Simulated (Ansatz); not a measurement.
## Phonons of Ti2W in the C11b ordering: relaxation

Ansatz 0.2.0; DFT PBE, scalar-relativistic, plane waves, PAW.

The structure was built from a prototype and need not be the compound's stable phase.

The structure is tetragonal, space group I4/mmm (No. 139). The conventional cell has a = 3.227 Å, b = 3.227 Å, c = 9.619 Å, α = 90.00°, β = 90.00°, γ = 90.00°. Nearest to W lie 8 Ti at 2.72 Å. Ti has 4 W at 2.72 Å and 5 Ti at 2.94 to 2.95 Å nearest. Farther neighbours are not listed.

Little changed from the start: no atom moved by 0.005 Å and no cell edge by 0.1 %.

Numbers from this step:

```
pressure        : -0.002146 GPa
volume per atom : 16.70 Å³
```

Valence density in the ac plane of the conventional cell at fractional y = 0.000, with atoms of W and Ti within 0.2 Å of it. It is the smooth field of the valence electrons, not physical close to the nuclei.

Ten even steps from '0' (0.15 × 1e0 e/Å³) to '9' (9.93 × 1e0 e/Å³), each cell a mean:
```
44310000000244
22100000000012
00000000000000
00000000000000
00000000000000
00000000000000
22100000000012
87410000000158
98410000000258
43100000000023
00000000000000
00000000000000
00000000000000
10000000000001
65200000000136
98510000000269
65200000000135
10000000000000
00000000000000
00000000000000
00000000000000
00000000000000
43210000000123
44420000000244
```
Columns run along a (3.2 Å), rows up along c (9.6 Å), edges of the conventional cell, whose origin can differ from the input's. Atoms in or near the plane, at fractional coordinates: W at (0.00, 0.00), Ti at (0.00, 0.35), Ti at (0.00, 0.65).

Electrostatic potential energy in the ac plane of the conventional cell at fractional y = 0.000, with atoms of W and Ti within 0.2 Å of it. With pseudopotentials it is smooth inside the atoms' cores, unlike the true potential.

Values in eV, 24 rows by 14 columns, each cell a mean:
```
-42 -41 -35 -18   1  12  16  17  15   9  -4 -23 -38 -41
-27 -23 -12   1  10  15  17  18  17  14   8  -3 -16 -25
  6   7  11  14  16  17  18  18  18  17  15  13   9   7
 17  17  17  18  18  18  18  18  18  18  18  18  17  17
 17  17  17  18  18  18  18  18  18  18  18  18  17  17
  7   9  12  14  16  17  18  18  18  17  16  14  11   8
-14 -12  -5   4  12  16  17  18  17  15  10   2  -8 -12
-22 -21 -18  -8   5  14  17  17  16  12   2 -12 -20 -22
-22 -22 -19  -9   5  14  17  17  16  12   1 -13 -20 -22
-17 -15  -9   1  11  15  17  18  17  14   9  -2 -12 -16
  3   5  10  13  16  17  18  18  17  17  15  12   8   5
 15  15  16  17  17  17  17  17  17  17  17  17  16  15
 12  13  15  16  17  17  17  17  17  17  17  16  14  13
 -6  -4   3  10  14  16  18  18  17  16  13   8   0  -5
-21 -20 -15  -4   8  15  17  18  17  13   5  -8 -17 -20
-22 -22 -19 -10   4  14  17  17  16  11   0 -14 -21 -22
-21 -20 -14  -4   8  15  17  18  16  13   5  -7 -17 -20
 -5  -3   3  10  14  17  18  18  17  16  13   8   1  -4
 13  14  15  16  17  18  18  18  18  17  17  16  15  14
 18  18  18  18  18  18  18  18  18  18  18  18  18  18
 14  15  16  17  17  18  18  18  18  18  17  16  15  14
 -6  -3   4  10  14  16  18  18  17  16  13   8   1  -4
-38 -35 -24  -8   6  14  17  18  16  12   3 -12 -28 -36
-42 -42 -39 -22  -2  11  16  17  15   8  -7 -28 -41 -42
```
Columns run along a (3.2 Å; values clipped at the 3rd and 97th percentile), rows up along c (9.6 Å), edges of the conventional cell, whose origin can differ from the input's. Atoms in or near the plane, at fractional coordinates: W at (0.00, 0.00), Ti at (0.00, 0.35), Ti at (0.00, 0.65).

ELF in the ac plane of the conventional cell at fractional y = 0.000, with atoms of W and Ti within 0.2 Å of it. It is the smooth field of the valence electrons, not physical close to the nuclei.

Values, 24 rows by 14 columns, each cell a mean:
```
0.40 0.55 0.65 0.49 0.26 0.24 0.38 0.45 0.34 0.22 0.31 0.56 0.64 0.49
0.56 0.55 0.46 0.33 0.28 0.37 0.47 0.51 0.45 0.33 0.29 0.37 0.50 0.55
0.23 0.24 0.28 0.35 0.42 0.48 0.49 0.49 0.48 0.46 0.40 0.33 0.27 0.25
0.39 0.42 0.48 0.52 0.52 0.47 0.43 0.41 0.43 0.49 0.52 0.50 0.45 0.41
0.38 0.41 0.45 0.49 0.49 0.46 0.42 0.41 0.43 0.47 0.50 0.48 0.44 0.40
0.16 0.16 0.16 0.21 0.29 0.39 0.45 0.47 0.44 0.37 0.27 0.19 0.16 0.16
0.51 0.49 0.37 0.21 0.14 0.24 0.38 0.43 0.35 0.19 0.14 0.25 0.43 0.50
0.28 0.43 0.58 0.42 0.18 0.16 0.30 0.38 0.26 0.14 0.22 0.49 0.58 0.39
0.20 0.38 0.57 0.42 0.18 0.19 0.34 0.42 0.30 0.16 0.24 0.48 0.52 0.31
0.53 0.53 0.42 0.24 0.19 0.32 0.46 0.51 0.42 0.26 0.20 0.31 0.47 0.52
0.19 0.18 0.19 0.25 0.37 0.46 0.49 0.50 0.48 0.43 0.33 0.23 0.18 0.19
0.21 0.26 0.37 0.47 0.51 0.49 0.46 0.44 0.46 0.50 0.51 0.45 0.33 0.24
0.15 0.19 0.28 0.39 0.47 0.49 0.47 0.47 0.48 0.49 0.46 0.36 0.24 0.17
0.35 0.32 0.24 0.21 0.28 0.41 0.49 0.51 0.48 0.37 0.24 0.20 0.26 0.32
0.46 0.52 0.52 0.33 0.19 0.25 0.41 0.48 0.37 0.21 0.19 0.39 0.56 0.51
0.12 0.32 0.56 0.44 0.19 0.16 0.31 0.38 0.27 0.14 0.24 0.51 0.52 0.25
0.47 0.55 0.56 0.34 0.15 0.18 0.32 0.39 0.28 0.15 0.19 0.42 0.58 0.52
0.35 0.32 0.22 0.15 0.18 0.31 0.42 0.46 0.40 0.26 0.16 0.16 0.25 0.33
0.20 0.21 0.26 0.32 0.39 0.44 0.45 0.45 0.44 0.42 0.37 0.30 0.24 0.21
0.46 0.48 0.52 0.54 0.52 0.47 0.42 0.40 0.43 0.49 0.53 0.53 0.50 0.47
0.29 0.32 0.39 0.45 0.49 0.48 0.45 0.44 0.46 0.49 0.49 0.44 0.36 0.31
0.33 0.32 0.31 0.31 0.36 0.44 0.49 0.51 0.49 0.42 0.34 0.29 0.30 0.32
0.60 0.63 0.58 0.40 0.26 0.31 0.43 0.49 0.40 0.27 0.28 0.46 0.62 0.63
0.18 0.39 0.62 0.52 0.26 0.21 0.34 0.42 0.31 0.19 0.32 0.58 0.59 0.32
```
Columns run along a (3.2 Å), rows up along c (9.6 Å), edges of the conventional cell, whose origin can differ from the input's. Atoms in or near the plane, at fractional coordinates: W at (0.00, 0.00), Ti at (0.00, 0.35), Ti at (0.00, 0.65).

**Question.** Which input gives these results?

The system, level and task follow from the heading and the kind of results. Meshes, cutoffs and thresholds can't be read from the results; these are the ones that the run used.

input.yaml reads:

```yaml
crystal:
  lattice:
    - [3.2269891219, 0.0, -1.6593e-06]
    - [0.0, 3.2269891219, -1.6593e-06]
    - [1.613497034, 1.613497034, 4.8095704106]
  atoms:
    - { symbol: W, position: [0.0, 0.0, 0.0] }
    - { symbol: Ti, position: [0.6533914082, 0.6533914082, 0.6932171836] }
    - { symbol: Ti, position: [0.3466085918, 0.3466085918, 0.3067828164] }
kpoints:
  mp_grid: { grid: [10, 10, 10] }
hamiltonian:
  xc: pbe
scf:
  occupations: { method: gaussian, width: 0.1 }
output:
  forces: true
  stress: true
  eigenvalues: true
  write_density: true
  write_potential: true
  elf: true
  volumetric_format: npy
relax:
  adjacent_minimum: "off"
  f_tol: 0.005
  max_steps: 80
  cell: { stress_tol: 0.05 }
```

Launch:

```bash
$ ansatz run input.yaml --threads 4 --pin off --max-ram 8192MiB --backend cpu --events-out ev --progress --plain --runs-dir out
```

[Logs are printed without paths, hosts, clocks, repeated set-up lines and the standing remarks that a program may print on its own settings, such as how far it seeks lower states.]

[Hosts, paths, dates, database ids (printed as entryN), source tags and the programs' standing remarks are cut or masked in the printed files.]
